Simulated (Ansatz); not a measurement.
# Glassy 66P2O5-34MgO (mol %) (153 atoms): where an added charge goes: runs compared

Does an extra electron or hole in glassy 66P2O5-34MgO (mol %) (153 atoms) stay spread out, or do the atoms trap it?

Computed with Ansatz 0.2.0: Kohn-Sham DFT, PBE, PAW (set soft_2), plane waves.

## (1) The cell as built

The cell holds 153 atoms: 38 P, 10 Mg and 105 O. Its edges and angles: a = 12.748 Å, b = 12.748 Å, c = 12.748 Å, α = 90.0°, β = 90.0°, γ = 90.0°. 153 atoms (38 P, 10 Mg, 105 O) placed at random at 2.44 g/cm³, melted at 4000 K for 10 ps at fixed volume with the Morse and Coulomb pair potential with partial charges (Pedone, Malavasi, Menziani, Cormack and Segre, J. Phys. Chem. B 110, 11780 (2006)). Quenched from 4000 K to 300 K at 50 K/ps and fixed volume, held 10 ps at zero pressure.

Limits known from the start: The quench rate of 50 K/ps is orders of magnitude faster than experiment, which tends to freeze in extra defects. The starting topology of bonds comes from the classical model, and needn't be the one that DFT or experiment would give. The Brillouin zone is sampled at Γ only, in a cell whose shortest periodic width is 13 Å.

## (2) The reference run

The reference is a single point at the end of the relaxation.

The charged cells start from the geometry of this run, on a uniform background, with spin and a narrow Fermi–Dirac smearing.

Its input, with most atom lines left out:

```yaml
crystal:
  lattice:
    - [12.74765, 0.0, 0.0]
    - [0.0, 12.74765, 0.0]
    - [0.0, 0.0, 12.74765]
  atoms:
    - { symbol: P, position: [0.01965, 0.15539, 0.90765] }
    - { symbol: P, position: [0.55275, 0.46603, 0.93471] }
    - { symbol: P, position: [0.21915, 0.28189, 0.21245] }
    - { symbol: P, position: [0.52101, 0.11435, 0.70004] }
    - { symbol: P, position: [0.89021, 0.08484, 0.2933] }
    - { symbol: P, position: [0.65743, 0.12726, 0.05127] }
    - { symbol: P, position: [0.34345, 0.58697, 0.90082] }
    [... atom lines 8 to 153 left out ...]
kpoints:
  mp_grid: { grid: [1, 1, 1] }
hamiltonian:
  xc: pbe
scf:
  occupations: { method: fixed }
output:
  forces: true
  stress: true
  populations: true
  dos:
    method: { smearing: { sigma: 0.08 } }
    de: 0.1
    projected: { site_lists: { Mg: [Mg], O: [O], P: [P] } }
  eigenvalues: true
  write_density: true
  write_potential: true
  volumetric_format: npy
  elf: true
```

```
free energy per atom   : -703.2282 eV/atom
r.m.s. force component : 0.00423 eV/Å
pressure               : -0.6173 GPa
```

Filled and empty levels are parted by 3.61 eV (at Γ alone); a semilocal functional tends to put such gaps too low. In a disordered cell it changes from sample to sample, and tail or defect levels can set it.

## (3) The runs

Each row is one run, on 4 threads of Arm Neoverse V1, shared host. The free energy is the program's total, comparable only between runs with the same functional, potentials and atoms; between charge states it hangs on the program's zero of potential.

| run | atoms | outcome | ionic steps, all passes | free energy (eV) | time | host memory (GiB) |
| --- | --- | --- | --- | --- | --- | --- |
| Single point at the start | 153 | converged | - | -107570.224 | 47 s | 3.0 |
| Relaxation | 153 | converged | 36 | -107593.911 | 19 min | 2.9 |
| Single point at the relaxed geometry | 153 | converged | - | -107593.911 | 78 s | 3.3 |
| An extra electron, atoms held | 153 | converged | - | -107587.239 | 4.2 min | 5.8 |
| An extra electron, atoms relaxed | 153 | cut at the time limit | 64 | -107590.043 | 69 min | 5.7 |
| An extra electron, levels at the relaxed geometry | 153 | converged | - | -107590.043 | 3.2 min | 5.8 |
| Neutral at the geometry of the electron | 153 | cut at the time limit | - | - | 2.7 min | 3.2 |
| An extra hole, atoms held | 153 | converged | - | -107596.587 | 4.7 min | 5.8 |

In some runs the program notes that the exchange-correlation potential is rough where the density is thin.

A closer look about P18, which holds the most spin of the extra electron after relaxation: 11 atoms, nearest first, numbered in the order of the input, with positions taken from that point.

| atom | x | y | z | distance (Å) | Löwdin charge (e) | moment (μB) | Fx | Fy | Fz (eV/Å) |
| --- | --- | --- | --- | --- | --- | --- | --- | --- | --- |
| P18 | 0.00 | 0.00 | 0.00 | 0.00 | 1.73 | 0.14 | -0.052 | 0.003 | -0.169 |
| O71 | 1.34 | 0.75 | 0.48 | 1.61 | -0.68 | 0.02 | 0.058 | 0.021 | 0.001 |
| O131 | -0.38 | 0.93 | -1.32 | 1.66 | -0.68 | 0.04 | 0.014 | -0.088 | 0.043 |
| O94 | 0.84 | -1.16 | -0.88 | 1.68 | -0.71 | 0.11 | 0.069 | -0.020 | 0.116 |
| O80 | -1.09 | 0.86 | 1.20 | 1.84 | -0.72 | 0.12 | -0.029 | 0.023 | 0.057 |
| O124 | 0.50 | -1.70 | 1.74 | 2.48 | -0.79 | 0.03 | -0.014 | -0.016 | 0.019 |
| P17 | 2.55 | 0.57 | 1.51 | 3.02 | 2.20 | 0.00 | 0.023 | 0.027 | 0.034 |
| P27 | -1.11 | 2.10 | -2.10 | 3.17 | 2.22 | 0.00 | -0.073 | 0.082 | -0.027 |
| O138 | -0.09 | 3.19 | 0.01 | 3.19 | -0.80 | 0.00 | -0.005 | 0.008 | 0.029 |
| P36 | 1.19 | -2.57 | -1.50 | 3.21 | 2.17 | 0.00 | -0.025 | 0.018 | -0.041 |
| P15 | -1.70 | 0.78 | 2.64 | 3.23 | 2.16 | 0.00 | -0.083 | 0.041 | -0.049 |

## (4) Energies and spread of the extra charge

Energies are differences within one cell and functional; the shift is the gain plus the neutral cell's energy at the new geometry, that is how much cheaper the vertical process becomes there. The spread is the participation number of the site moments (1/Σw², over the spin inside atomic spheres), with the atom that holds the largest share and the spin that the spheres hold in all.

| carrier | charged less neutral, atoms held (eV) | gain on relaxing (eV) | neutral cell at that geometry, less the reference (eV) | shift of the vertical energy (eV) | spread, atoms held | spread, relaxed |
| --- | --- | --- | --- | --- | --- | --- |
| electron * | 6.671 | 2.803 | - | - | 90; P18 4 % of 0.14 μB | 5; P18 26 % of 0.53 μB |
| hole | -2.677 | - | - | - | 20; O90 14 % of 0.71 μB | - |

* The relaxation stopped at its limit.

## (5) Findings

The extra electron gains 2.8 eV as the atoms relax, and its spin goes from about 90 to 5 atoms: the atoms trap it, with the largest share on P18. The P18–O124 distance goes from 2.92 to 2.48 Å. With the atoms held, the spheres hold only 0.14 of the 0.39 μB, so the spread is read from a small part of the spin. With the atoms held, the spin of the extra hole spreads over about 20 atoms, 14 % of it on O90; the relaxed state was not obtained, so trapping isn't settled. Adding the two vertical energies gives 3.99 eV, against a gap of 3.61 eV in the neutral cell. The zero of the potential cancels in this sum; the excess isn't taken apart here: charging of a small cell, filling of bands on a coarse mesh and the attraction to the background can all enter.

Caveats: Single energies of charged cells hang on the program's zero of potential. In the spin-polarised runs the search for a state of lower energy was switched off. No distortion was seeded, so a trapped state behind a barrier can't be found. Local and semilocal functionals favour spread-out charges, so trapping can be missed. The stress is far from hydrostatic: its diagonal is -0.2, -2.5, 0.8 GPa, compression counted positive. Charged cells carry a uniform background, with no correction for images.

The DFT runs together took 1.7 h of wall time.

[Logs are printed without paths, hosts, clocks, repeated set-up lines and the standing remarks that a program may print on its own settings, such as how far it seeks lower states.]

[Hosts, paths, dates, database ids (printed as entryN), source tags and the programs' standing remarks are cut or masked in the printed files.]
